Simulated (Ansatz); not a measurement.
# Nb wire along [100], 12 atoms a period: bands along the axis, part 2 of 2

Wanted: the relaxed geometry and the bands of the Nb wire along [100], 12 atoms a period.

Ansatz 0.2.0; DFT PBE, plane waves, PAW; relaxation of a wire's period; PAW set soft_1 (the session's first sound run).

So far: Starting point; Relaxing the period.

## Step 2: Relaxing the period (continued)

Step by step:

| step | energy less that of the first step (eV) | largest force component (eV/Å) | pressure (GPa) | volume (Å³) |
| --- | --- | --- | --- | --- |
| 1 | 0.0000 | 1.8824 | -5.82 | 596.12 |
| 2 | -1.8636 | 0.8654 | 1.81 | 571.97 |
| 3 | -2.1034 | 0.2916 | 0.56 | 587.59 |
| 4 | -2.1562 | 0.1044 | -0.11 | 585.52 |
| 5 | -2.1581 | 0.0234 | 0.05 | 585.33 |
| 6* | -2.1576 | 0.0235 | 0.05 | 585.33 |

Relaxation steps marked * repeat the geometry before them on a plane-wave basis chosen anew for their cell, so energy and pressure can jump there.

The run keeps the 16 symmetry operations that it works with, so distortions that break them were not tested.

| cell as run | before | after | change |
| --- | --- | --- | --- |
| c (Å) | 3.310 | 3.250 | -1.8 % |

The atoms that moved most (Å, along periodic axes as changes of fractional coordinates times the final cell, across vacuum about the mean position):

| atom | dx | dy | dz | length |
| --- | --- | --- | --- | --- |
| Nb12 | -0.188 | 0.071 | 0.000 | 0.201 |
| Nb6 | 0.071 | -0.188 | 0.000 | 0.201 |
| Nb11 | -0.188 | -0.071 | 0.000 | 0.201 |
| Nb3 | -0.071 | -0.188 | 0.000 | 0.201 |
| Nb4 | 0.071 | 0.188 | 0.000 | 0.201 |
| Nb8 | 0.188 | 0.071 | 0.000 | 0.201 |
| Nb1 | -0.071 | 0.188 | 0.000 | 0.201 |
| Nb7 | 0.188 | -0.071 | 0.000 | 0.201 |

This step gave:

| Quantity | Value |
| --- | --- |
| energy at zero smearing | -54614.2518 eV |
| cell length along the wire | 3.250 Å |

The cell's length comes to 3.250 Å with spin left out.

## Step 3: The perfect wire

This step: DFT PBE, plane waves, PAW; bands of a perfect wire; PAW set soft_1 (Ansatz 0.2.0).

At the relaxed period the bands are computed along the axis; those that cross an energy going forward count the channels that a perfect wire would open there.

input.yaml reads:

```yaml
crystal:
  lattice:
    - [13.42, 0.0, 0.0]
    - [0.0, 13.42, 0.0]
    - [0.0, 0.0, 3.2500666475]
  atoms:
    - { symbol: Nb, position: [0.371417575, 0.267341649, 0.0] }
    - { symbol: Nb, position: [0.376880131, 0.5, 0.0] }
    - { symbol: Nb, position: [0.371417575, 0.732658351, 0.0] }
    - { symbol: Nb, position: [0.628582425, 0.267341649, 0.0] }
    - { symbol: Nb, position: [0.623119869, 0.5, 0.0] }
    - { symbol: Nb, position: [0.628582425, 0.732658351, 0.0] }
    - { symbol: Nb, position: [0.267341649, 0.371417575, 0.5] }
    - { symbol: Nb, position: [0.267341649, 0.628582425, 0.5] }
    - { symbol: Nb, position: [0.5, 0.376880131, 0.5] }
    - { symbol: Nb, position: [0.5, 0.623119869, 0.5] }
    - { symbol: Nb, position: [0.732658351, 0.371417575, 0.5] }
    - { symbol: Nb, position: [0.732658351, 0.628582425, 0.5] }
kpoints:
  mp_grid: { grid: [1, 1, 25] }
  band_path: { path: ["Γ", Z], npoints: 90 }
scf:
  occupations: { method: fermi_dirac, width: 0.05 }
hamiltonian:
  xc: pbe
  pseudopotentials: { kind: paw, azcp: { folder: soft_1 } }
output:
  dos: { e_range: [-5, 4] }
  write_potential: true
  write_density: true
  volumetric_format: npy
```

Run with:

```
> ansatz run input.yaml --threads 4 --pin off --max-ram 16384MiB --backend cpu --events-out ev --progress --plain --runs-dir out
```

Numbers of over 12 decimals in the logs are rounded to 6 here.

What it wrote:

```text
[...]
Crystal: 12 atoms, lattice volume = 585.325 Å³
Basis set: ecut = 420 eV, 11503 PW (Γ)
Bands: 94, of which v1, the nominal top of the filled ones, is band 78 counted from 1 (77 counted from 0)
Symmetry: 16 space group operations
[...]
k-points: 13 of 25
[...]
SCF iter   1: F=—  HF=-54629.750946 eV  |F-HF|=—  |Δ(HF+E_count)|=         —  Δρ=5.41e-2  dr2=1.04e2  ethr=3.10e-3  ⟨swp⟩=10.8  Hψ=5977  notcnv=0  defer=3
[...]
SCF iter  11: F=-54614.289361 eV  HF=-54614.289361 eV  |F-HF|=4.83e-9  |Δ(HF+E_count)|=   5.28e-9  Δρ=1.36e-6  dr2=2.08e-8  ethr=6.41e-11  ⟨swp⟩=12.8  Hψ=4171  notcnv=0
SCF 1 converged in 11 iterations: F = -54614.289361 eV  dr2 = 2.08e-8
[...]
NSCF: frozen V_eff on 91 k-points
WARN: The output density's exchange-correlation potential varies sharply where the density is thin. Do not read a vacuum level from v_tot or v_xc, or from such a field of the output density. On a cell that repeats whose density bears no net charge and no dipole along the vacuum's axis use v_es (v_loc + v_h of the components); under efield.dipole_correction with no amplitude use v_es + v_field, which holds any externa [...]
SCF converged after 11 iterations
Free energy (F): -54614.289361 eV
[...]
Internal energy: -54614.214423 eV  (E = F + TS)
E sigma→0 (E₀):  -54614.251892 eV
Entropy (-TS):   -0.074938 eV (-6.245 meV/atom)
Fermi energy:    4.776975 eV
[...]
--- Band table (eV; the first three rows and the last of 13) ---
  k-point 0: bands = [... 74 lower, 4.5656, 4.6097, 4.6097, 4.8754, 4.9404, 4.9404, 5.1399, 5.1559, ... 12 higher]
  k-point 1: bands = [... 74 lower, 4.4929, 4.4929, 4.5388, 4.8602, 4.9492, 4.9492, 5.0938, 5.1937, ... 12 higher]
  k-point 2: bands = [... 74 lower, 4.4098, 4.4098, 4.4650, 4.8769, 4.9349, 4.9349, 5.0030, 5.2374, ... 12 higher]
  k-point 12: bands = [... 74 lower, 4.2710, 4.2710, 5.0773, 5.1215, 5.1215, 5.1797, 5.6361, 5.6397, ... 12 higher]
```

It took 58 s on 4 threads of Arm Neoverse V2, shared host; peak memory 2.8 GiB; 3.7 min of CPU time.

This step gave:

```
energy at zero smearing : -54614.2519 eV
band gap                : 0 eV
```

The electronic bands at the labelled points (eV, zero at the Fermi level):

```csv
point,band 74,band 75,band 76,band 77,band 78,band 79,band 80,band 81
Γ,-0.40,-0.21,-0.17,-0.17,0.10,0.16,0.16,0.36
halfway,-1.02,-0.77,-0.53,-0.53,-0.17,-0.11,-0.11,0.23
Z,-0.76,-0.49,-0.49,0.36,0.36,0.37,0.37,0.90
```

Between Γ and Z the bands cross the Fermi level 9 times, so a perfect wire would conduct at least 9 G₀, with spin left out.

## Step 4: Summary of results

```yaml
cell_length_pbe: 3.250 Å
ballistic_conductance_by_band_crossings_a_lower_bound_pbe: 9 G₀
```

**Reading.** Under PBE the cell's length is 3.25 Å, and the bands cross the Fermi level 9 times between Γ and Z, which gives a perfect wire at least 9 G₀ (opposite crossings within one step of the path cancel in such a count). No spin was allowed, though thin wires with open d shells can turn magnetic.

[Logs are printed without paths, hosts, clocks, repeated set-up lines and the standing remarks that a program may print on its own settings, such as how far it seeks lower states.]

[Hosts, paths, dates, database ids (printed as entryN), source tags and the programs' standing remarks are cut or masked in the printed files.]
